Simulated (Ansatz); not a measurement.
# I on Ca(100): change of the work function, part 2 of 5

How does I on the top site change the work function of Ca(100) as the layer fills?

Ansatz 0.2.0; plane-wave DFT, PBE, Ansatz PAW (the session's first sound run).

So far, work function, upper face (eV): step 2 (the clean slab) 2.75.

### Step 3. Adsorbate added, k-mesh 3×3×1, coverage 0.111 ML

System of this step: Ca36I (I/Ca(100)). The cell holds 37 atoms: 36 Ca and 1 I. Its edges and angles: a = 11.837 Å, b = 11.837 Å, c = 29.451 Å, α = 90.0°, β = 90.0°, γ = 90.0°. Vacuum lies along c.

The clean slab as it ended is repeated in the plane and the adsorbate is set on one face; the cell's size fixes the coverage, and the k-mesh shrinks with it to keep the sampling density about even. Adsorbate and upper layers relax, since the dipole depends on the height.

Contents of input.yaml:

```yaml
crystal:
  lattice:
    - [11.836967517, 0.0, 0.0]
    - [0.0, 11.836967517, 0.0]
    - [0.0, 0.0, 29.4507538703]
  atoms:
    - { symbol: Ca, position: [0.1666666667, 0.1666666667, 0.3055948938] }
    - { symbol: Ca, position: [0.0, 0.0, 0.4003293108] }
    - { symbol: Ca, position: [0.1666666667, 0.1666666667, 0.4924669071] }
    - { symbol: Ca, position: [0.0, 0.0, 0.5820989828] }
    - { symbol: Ca, position: [0.1666666667, 0.5, 0.3055948938] }
    - { symbol: Ca, position: [0.0, 0.3333333333, 0.4003293108] }
    - { symbol: Ca, position: [0.1666666667, 0.5, 0.4924669071] }
    - { symbol: Ca, position: [0.0, 0.3333333333, 0.5820989828] }
    - { symbol: Ca, position: [0.1666666667, 0.8333333333, 0.3055948938] }
    - { symbol: Ca, position: [0.0, 0.6666666667, 0.4003293108] }
    - { symbol: Ca, position: [0.1666666667, 0.8333333333, 0.4924669071] }
    - { symbol: Ca, position: [0.0, 0.6666666667, 0.5820989828] }
    - { symbol: Ca, position: [0.5, 0.1666666667, 0.3055948938] }
    - { symbol: Ca, position: [0.3333333333, 0.0, 0.4003293108] }
    - { symbol: Ca, position: [0.5, 0.1666666667, 0.4924669071] }
    - { symbol: Ca, position: [0.3333333333, 0.0, 0.5820989828] }
    - { symbol: Ca, position: [0.5, 0.5, 0.3055948938] }
    - { symbol: Ca, position: [0.3333333333, 0.3333333333, 0.4003293108] }
    - { symbol: Ca, position: [0.5, 0.5, 0.4924669071] }
    - { symbol: Ca, position: [0.3333333333, 0.3333333333, 0.5820989828] }
    - { symbol: Ca, position: [0.5, 0.8333333333, 0.3055948938] }
    - { symbol: Ca, position: [0.3333333333, 0.6666666667, 0.4003293108] }
    - { symbol: Ca, position: [0.5, 0.8333333333, 0.4924669071] }
    - { symbol: Ca, position: [0.3333333333, 0.6666666667, 0.5820989828] }
    - { symbol: Ca, position: [0.8333333333, 0.1666666667, 0.3055948938] }
    - { symbol: Ca, position: [0.6666666667, 0.0, 0.4003293108] }
    - { symbol: Ca, position: [0.8333333333, 0.1666666667, 0.4924669071] }
    - { symbol: Ca, position: [0.6666666667, 0.0, 0.5820989828] }
    - { symbol: Ca, position: [0.8333333333, 0.5, 0.3055948938] }
    - { symbol: Ca, position: [0.6666666667, 0.3333333333, 0.4003293108] }
    - { symbol: Ca, position: [0.8333333333, 0.5, 0.4924669071] }
    - { symbol: Ca, position: [0.6666666667, 0.3333333333, 0.5820989828] }
    - { symbol: Ca, position: [0.8333333333, 0.8333333333, 0.3055948938] }
    - { symbol: Ca, position: [0.6666666667, 0.6666666667, 0.4003293108] }
    - { symbol: Ca, position: [0.8333333333, 0.8333333333, 0.4924669071] }
    - { symbol: Ca, position: [0.6666666667, 0.6666666667, 0.5820989828] }
    - { symbol: I, position: [0.0, 0.0, 0.6944051062] }
kpoints:
  mp_grid: { grid: [3, 3, 1] }
hamiltonian:
  xc: pbe
scf:
  occupations: { method: fermi_dirac, width: 0.1 }
  convergence: { dr2_threshold: 1.0e-08 }
efield:
  axis: 3
  dipole_correction: true
  ramp_position: 0.97
  ramp_width: 0.06
relax:
  f_tol: 0.02
  max_steps: 60
  constraints:
    - { sites: [0, 1, 4, 5, 8, 9, 12, 13, 16, 17, 20, 21, 24, 25, 28, 29, 32, 33] }
output:
  bader: true
  write_potential: true
  write_density: true
  volumetric_format: npy
```

Run with:

```bash
ansatz run input.yaml --threads 4 --pin off --max-ram 12288MiB --backend cpu --events-out ev --progress --plain --runs-dir out
```

Numbers of over 12 decimals in the logs are rounded to 6 here.

Output:

```text
[...]
Crystal: 37 atoms, lattice volume = 4126.457 Å³
Basis set: ecut = 420 eV, 80659 PW (Γ), exchange–correlation on 160×160×400 points (8 copies of the dense FFT grid, shifted against one another)
Bands: 227, of which v1, the nominal top of the filled ones, is band 189 counted from 1 (188 counted from 0)
Symmetry: 8 space group operations
[...]
k-points: 3 of 9
[...]
SCF iter   1: F=—  HF=-72914.654965 eV  |F-HF|=—  |Δ(HF+E_count)|=         —  Δρ=1.66e-3  dr2=2.93e0  ethr=1.77e-3  p=-0.685 e·Å  D=-3.00e-2 V/Å  ΔV_dip=0.88 eV  dr2_dipole=4.03e-1  V_vac-E_F(+/−)=3.51/2.62 eV  ⟨swp⟩=23.7  Hψ=5917  notcnv=0
[...]
SCF iter  10: F=-72914.485784 eV  HF=-72914.485784 eV  |F-HF|=7.17e-9  |Δ(HF+E_count)|=   2.69e-8  Δρ=2.45e-7  dr2=5.36e-9  ethr=2.65e-12  p=-0.720 e·Å  D=-3.16e-2 V/Å  ΔV_dip=0.93 eV  dr2_dipole=1.88e-11  V_vac-E_F(+/−)=3.73/2.80 eV  ⟨swp⟩=9.3  Hψ=5907  notcnv=0
SCF 1 converged in 10 iterations: F = -72914.485784 eV  dr2 = 5.36e-9
[...]
relax step   1: F+E_penalty+E_count = -72914.48578440 eV  Δ(F+E_penalty+E_count) = +0.000e0 eV  max|allowed force component| = 9.310e-1 eV/Å  Δτ_max = 0.0000 Å  (10 SCF iters, accepted)
[...]
SCF iter   9: F=-72914.611619 eV  HF=-72914.611619 eV  |F-HF|=1.99e-9  |Δ(HF+E_count)|=   1.75e-8  Δρ=2.21e-7  dr2=4.32e-9  ethr=2.65e-12  p=-0.613 e·Å  D=-2.69e-2 V/Å  ΔV_dip=0.79 eV  dr2_dipole=2.87e-10  V_vac-E_F(+/−)=3.59/2.80 eV  ⟨swp⟩=19.0  Hψ=7463  notcnv=0
SCF 2 converged in 9 iterations: F = -72914.611619 eV  dr2 = 4.32e-9
relax step   2: F+E_penalty+E_count = -72914.61161927 eV  Δ(F+E_penalty+E_count) = -1.258e-1 eV  max|allowed force component| = 7.432e-1 eV/Å  Δτ_max = 0.1399 Å  (9 SCF iters, accepted)
SCF iter   1: F=—  HF=-72914.766025 eV  |F-HF|=—  |Δ(HF+E_count)|=         —  Δρ=1.18e-3  dr2=2.01e-1  ethr=3.41e-4  p=-0.613 e·Å  D=-2.69e-2 V/Å  ΔV_dip=0.79 eV  dr2_dipole=3.36e-2  V_vac-E_F(+/−)=3.59/2.80 eV  ⟨swp⟩=18.0  Hψ=3387  notcnv=0
[...]
SCF iter   9: F=-72914.714487 eV  HF=-72914.714487 eV  |F-HF|=4.07e-9  |Δ(HF+E_count)|=   4.15e-8  Δρ=4.47e-7  dr2=9.16e-9  ethr=2.65e-12  p=-0.456 e·Å  D=-2.00e-2 V/Å  ΔV_dip=0.59 eV  dr2_dipole=2.58e-10  V_vac-E_F(+/−)=3.39/2.80 eV  ⟨swp⟩=13.0  Hψ=6462  notcnv=0
SCF 3 converged in 9 iterations: F = -72914.714487 eV  dr2 = 9.16e-9
relax step   3: F+E_penalty+E_count = -72914.71448662 eV  Δ(F+E_penalty+E_count) = -1.029e-1 eV  max|allowed force component| = 3.400e-1 eV/Å  Δτ_max = 0.1947 Å  (9 SCF iters, accepted)
[...]
relax step   4: F+E_penalty+E_count = -72914.72340331 eV  Δ(F+E_penalty+E_count) = -8.917e-3 eV  max|allowed force component| = 1.285e-1 eV/Å  Δτ_max = 0.0644 Å  (9 SCF iters, accepted)
SCF iter   1: F=—  HF=-72914.727635 eV  |F-HF|=—  |Δ(HF+E_count)|=         —  Δρ=1.14e-4  dr2=1.74e-3  ethr=4.39e-6  p=-0.484 e·Å  D=-2.12e-2 V/Å  ΔV_dip=0.62 eV  dr2_dipole=1.28e-4  V_vac-E_F(+/−)=3.42/2.80 eV  ⟨swp⟩=17.3  Hψ=3139  notcnv=0
[...]
SCF iter   7: F=-72914.725517 eV  HF=-72914.725517 eV  |F-HF|=6.69e-9  |Δ(HF+E_count)|=   5.23e-8  Δρ=2.29e-7  dr2=5.27e-9  ethr=2.65e-12  p=-0.468 e·Å  D=-2.05e-2 V/Å  ΔV_dip=0.60 eV  dr2_dipole=1.66e-10  V_vac-E_F(+/−)=3.40/2.80 eV  ⟨swp⟩=12.3  Hψ=5055  notcnv=0
SCF 5 converged in 7 iterations: F = -72914.725517 eV  dr2 = 5.27e-9
relax step   5: F+E_penalty+E_count = -72914.72551733 eV  Δ(F+E_penalty+E_count) = -2.114e-3 eV  max|allowed force component| = 1.856e-2 eV/Å  Δτ_max = 0.0226 Å  (7 SCF iters, accepted)
NSCF: frozen V_eff on 3 k-points
[...]
SCF converged after 7 iterations
Free energy (F): -72914.725517 eV
[...]
Internal energy: -72913.244405 eV  (E = F + TS)
E sigma→0 (E₀):  -72913.984961 eV
Entropy (-TS):   -1.481112 eV (-40.030 meV/atom)
Fermi energy:    0.053880 eV
Dipole field:    D = -0.020539 V/Å  (p = -0.468371 e·Å, saw-weighted, corrected)
Work function:   Φ+ = 3.4048 eV   Φ− = 2.7999 eV
[...]
--- Forces (eV/Å), atoms counted from 1 ---
  atom   1  Ca     0.00158912     0.00158912     0.12461539
  atom   2  Ca    -0.00000000     0.00000000    -0.13288130
  atom   3  Ca     0.00157837     0.00157837    -0.00247818
  atom   4  Ca    -0.00000000     0.00000000     0.01358233
  atom   5  Ca    -0.00118424     0.00000000     0.12018363
  atom   6  Ca     0.00000000     0.00747843    -0.12981626
  atom   7  Ca    -0.00021753     0.00000000    -0.00017296
  atom   8  Ca     0.00000000    -0.00387654     0.00434738
  atom   9  Ca     0.00158912    -0.00158912     0.12461539
  atom  10  Ca     0.00000000    -0.00747843    -0.12981626
  atom  11  Ca     0.00157837    -0.00157837    -0.00247818
  atom  12  Ca     0.00000000     0.00387654     0.00434738
  atom  13  Ca     0.00000000    -0.00118424     0.12018363
  atom  14  Ca     0.00747843     0.00000000    -0.12981626
  atom  15  Ca     0.00000000    -0.00021753    -0.00017296
  atom  16  Ca    -0.00387654     0.00000000     0.00434738
  atom  17  Ca     0.00000000     0.00000000     0.12968379
  atom  18  Ca     0.00023119     0.00023119    -0.11432145
  atom  19  Ca     0.00000000     0.00000000    -0.00003029
  atom  20  Ca     0.00094253     0.00094253    -0.00031519
  atom  21  Ca     0.00000000     0.00118424     0.12018363
  atom  22  Ca     0.00023119    -0.00023119    -0.11432145
  atom  23  Ca     0.00000000     0.00021753    -0.00017296
  atom  24  Ca     0.00094253    -0.00094253    -0.00031519
  atom  25  Ca    -0.00158912     0.00158912     0.12461539
  atom  26  Ca    -0.00747843     0.00000000    -0.12981626
  atom  27  Ca    -0.00157837     0.00157837    -0.00247818
  atom  28  Ca     0.00387654     0.00000000     0.00434738
  atom  29  Ca     0.00118424     0.00000000     0.12018363
  atom  30  Ca    -0.00023119     0.00023119    -0.11432145
  atom  31  Ca     0.00021753     0.00000000    -0.00017296
  atom  32  Ca    -0.00094253     0.00094253    -0.00031519
  atom  33  Ca    -0.00158912    -0.00158912     0.12461539
  atom  34  Ca    -0.00023119    -0.00023119    -0.11432145
  atom  35  Ca    -0.00157837    -0.00157837    -0.00247818
  atom  36  Ca    -0.00094253    -0.00094253    -0.00031519
  atom  37  I     -0.00000000     0.00000000    -0.01855902
  max |Σ_I F_I| component: 3.50e-5 eV/Å
--- Band table (eV) ---
  k-point 0: bands = [... 185 lower, 0.0101, 0.0390, 0.0390, 0.0477, 0.1579, 0.1585, 0.1586, 0.1586, ... 34 higher]
  k-point 1: bands = [... 185 lower, 0.0263, 0.0673, 0.0727, 0.1122, 0.1122, 0.1394, 0.1457, 0.3197, ... 34 higher]
  k-point 2: bands = [... 185 lower, -0.1583, -0.0900, -0.0284, -0.0220, -0.0097, 0.0389, 0.0427, 0.1743, ... 34 higher]
--- Relaxed structure (5 steps of the walk, 5 accepted, 0 SCFs on fresh bases) ---
  F+E_penalty+E_count = -72914.72551733 eV   max|allowed force component| = 1.856e-2 eV/Å
  atoms:
    - { symbol: Ca, position: [0.166667, 0.166667, 0.305595] }
    - { symbol: Ca, position: [0.0, 0.0, 0.4003293108] }
    - { symbol: Ca, position: [0.167020, 0.167020, 0.493028] }
    - { symbol: Ca, position: [0, 0.0, 0.584071] }
    - { symbol: Ca, position: [0.166667, 0.500000, 0.305595] }
    - { symbol: Ca, position: [0.0, 0.333333, 0.4003293108] }
    - { symbol: Ca, position: [0.165551, 0.500000, 0.493679] }
    - { symbol: Ca, position: [0, 0.331569, 0.584877] }
    - { symbol: Ca, position: [0.166667, 0.833333, 0.305595] }
    - { symbol: Ca, position: [0.0, 0.666667, 0.4003293108] }
    - { symbol: Ca, position: [0.167020, 0.832980, 0.493028] }
    - { symbol: Ca, position: [0, 0.668431, 0.584877] }
    - { symbol: Ca, position: [0.500000, 0.166667, 0.305595] }
    - { symbol: Ca, position: [0.333333, 0.0, 0.4003293108] }
    - { symbol: Ca, position: [0.500000, 0.165551, 0.493679] }
    - { symbol: Ca, position: [0.331569, 0, 0.584877] }
    - { symbol: Ca, position: [0.500000, 0.500000, 0.305595] }
    - { symbol: Ca, position: [0.333333, 0.333333, 0.4003293108] }
    - { symbol: Ca, position: [0.500000, 0.500000, 0.492701] }
    - { symbol: Ca, position: [0.334108, 0.334108, 0.582930] }
    - { symbol: Ca, position: [0.500000, 0.833333, 0.305595] }
    - { symbol: Ca, position: [0.333333, 0.666667, 0.4003293108] }
    - { symbol: Ca, position: [0.500000, 0.834449, 0.493679] }
    - { symbol: Ca, position: [0.334108, 0.665892, 0.582930] }
    - { symbol: Ca, position: [0.833333, 0.166667, 0.305595] }
    - { symbol: Ca, position: [0.666667, 0.0, 0.4003293108] }
    - { symbol: Ca, position: [0.832980, 0.167020, 0.493028] }
    - { symbol: Ca, position: [0.668431, 0, 0.584877] }
    - { symbol: Ca, position: [0.833333, 0.500000, 0.305595] }
    - { symbol: Ca, position: [0.666667, 0.333333, 0.4003293108] }
    - { symbol: Ca, position: [0.834449, 0.500000, 0.493679] }
    - { symbol: Ca, position: [0.665892, 0.334108, 0.582930] }
    - { symbol: Ca, position: [0.833333, 0.833333, 0.305595] }
    - { symbol: Ca, position: [0.666667, 0.666667, 0.4003293108] }
    - { symbol: Ca, position: [0.832980, 0.832980, 0.493028] }
    - { symbol: Ca, position: [0.665892, 0.665892, 0.582930] }
    - { symbol: I, position: [0, 0.0, 0.683190] }
--- Bader charges: 37 sites ---
  site symbol  charge [e]  shift [e]
     0     Ca     -0.2414     0.0000
     1     Ca      0.1950     0.0000
     2     Ca      0.2846     0.0000
     3     Ca      0.6075     0.0001
     4     Ca     -0.2425     0.0000
     5     Ca      0.2114     0.0000
     6     Ca      0.2699     0.0000
     7     Ca     -0.2840     0.0000
     8     Ca     -0.2414     0.0000
     9     Ca      0.2114     0.0000
    10     Ca      0.2846     0.0000
    11     Ca     -0.2840     0.0000
    12     Ca     -0.2425     0.0000
    13     Ca      0.2114     0.0000
    14     Ca      0.2699     0.0000
    15     Ca     -0.2840     0.0000
    16     Ca     -0.2272     0.0000
    17     Ca      0.2508     0.0000
    18     Ca      0.2854     0.0000
    19     Ca     -0.2526     0.0000
    20     Ca     -0.2425     0.0000
    21     Ca      0.2508     0.0000
    22     Ca      0.2699     0.0000
    23     Ca     -0.2526     0.0000
    24     Ca     -0.2414     0.0000
    25     Ca      0.2114     0.0000
    26     Ca      0.2846     0.0000
    27     Ca     -0.2840     0.0000
    28     Ca     -0.2425     0.0000
    29     Ca      0.2508     0.0000
    30     Ca      0.2699     0.0000
    31     Ca     -0.2526     0.0000
    32     Ca     -0.2413     0.0000
    33     Ca      0.2508     0.0000
    34     Ca      0.2846     0.0000
    35     Ca     -0.2526     0.0000
    36      I     -0.8456     0.0001
  estimated error of the sums over rays = 7.3e-4 e
```

Elapsed: 12 min, on 4 threads of Arm Neoverse V2, shared host; peak memory 11 GiB.

Step by step:

```
step  energy less that of the first step (eV)  largest force component (eV/Å)
   1                                   0.0000                          0.9310
   2                                  -0.1258                          0.7432
   3                                  -0.2287                          0.3400
   4                                  -0.2376                          0.1285
   5                                  -0.2397                          0.0186
```

Forces are held to the 8 operations that the run works with; a distortion that breaks them can't arise in this run.

The atoms that moved most (Å):

```
atom      dx      dy      dz  length
 I37   0.000   0.000  -0.330   0.330
 Ca8   0.000  -0.021   0.082   0.084
Ca16  -0.021   0.000   0.082   0.084
Ca12   0.000   0.021   0.082   0.084
Ca28   0.021   0.000   0.082   0.084
 Ca4   0.000   0.000   0.058   0.058
Ca15   0.000  -0.013   0.036   0.038
 Ca7  -0.013   0.000   0.036   0.038
```

Final coordinates:

```xyz
37
Lattice="11.8370 0.0000 0.0000 0.0000 11.8370 0.0000 0.0000 0.0000 29.4508" Properties=species:S:1:pos:R:3
Ca    1.9728    1.9728    9.0000
Ca    0.0000    0.0000   11.7900
Ca    1.9770    1.9770   14.5201
Ca    0.0000    0.0000   17.2013
Ca    1.9728    5.9185    9.0000
Ca    0.0000    3.9457   11.7900
Ca    1.9596    5.9185   14.5392
Ca    0.0000    3.9248   17.2251
Ca    1.9728    9.8641    9.0000
Ca    0.0000    7.8913   11.7900
Ca    1.9770    9.8600   14.5201
Ca    0.0000    7.9122   17.2251
Ca    5.9185    1.9728    9.0000
Ca    3.9457    0.0000   11.7900
Ca    5.9185    1.9596   14.5392
Ca    3.9248    0.0000   17.2251
Ca    5.9185    5.9185    9.0000
Ca    3.9457    3.9457   11.7900
Ca    5.9185    5.9185   14.5104
Ca    3.9548    3.9548   17.1677
Ca    5.9185    9.8641    9.0000
Ca    3.9457    7.8913   11.7900
Ca    5.9185    9.8773   14.5392
Ca    3.9548    7.8821   17.1677
Ca    9.8641    1.9728    9.0000
Ca    7.8913    0.0000   11.7900
Ca    9.8600    1.9770   14.5201
Ca    7.9122    0.0000   17.2251
Ca    9.8641    5.9185    9.0000
Ca    7.8913    3.9457   11.7900
Ca    9.8773    5.9185   14.5392
Ca    7.8821    3.9548   17.1677
Ca    9.8641    9.8641    9.0000
Ca    7.8913    7.8913   11.7900
Ca    9.8600    9.8600   14.5201
Ca    7.8821    7.8821   17.1677
I     0.0000    0.0000   20.1205
```

This step gave:

```
energy at zero smearing        : -72913.9850 eV
work function, upper face      : 3.405 eV
work function, lower face      : 2.800 eV
dipole along the normal        : -0.4684 e·Å
step between the vacuum levels : 0.6049 eV
```

Running mean over 2.79 Å of the planar mean; the ramp of the sawtooth is left out. Table of electron's electrostatic potential energy less the Fermi level by z:

z (Å), electron's electrostatic potential energy less the Fermi level (eV) and a bar from the least value:
```
        4       2.79 ###########################
        5       2.76 ###########################
        6       2.56 ##########################
        7       1.47 #####################
        8      -1.82 ######
        9      -3.00 #
       10      -2.87 ##
       11      -2.76 ##
       12      -2.80 ##
       13      -2.96 #
       14      -2.83 ##
       15      -2.87 ##
       16      -3.23 
       17      -3.05 #
       18      -2.30 ####
       19       0.88 ###################
       20       2.39 #########################
       21       2.91 ############################
       22       3.25 #############################
       23       3.39 ##############################
       24       3.40 ##############################
       25       3.40 ##############################
       26       3.40 ##############################
```

The relaxation took 5 steps and lowered the energy by 0.24 eV; the largest force on the free atoms ends at 0.019 eV/Å.

The covered face has 3.40 eV, +0.66 eV against the clean one; the bare back face has moved by +0.02 eV, a measure of how thin the slab is.

(Part 2 of 5 ends here.)

[Logs are printed without paths, hosts, clocks, repeated set-up lines and the standing remarks that a program may print on its own settings, such as how far it seeks lower states.]

[Hosts, paths, dates, database ids (printed as entryN), source tags and the programs' standing remarks are cut or masked in the printed files.]

[Maps of the electrostatic potential energy from Ansatz leave out the sawtooth potential of an applied field or a dipole correction, so their vacuum need not be flat; planar profiles and work functions include it.]
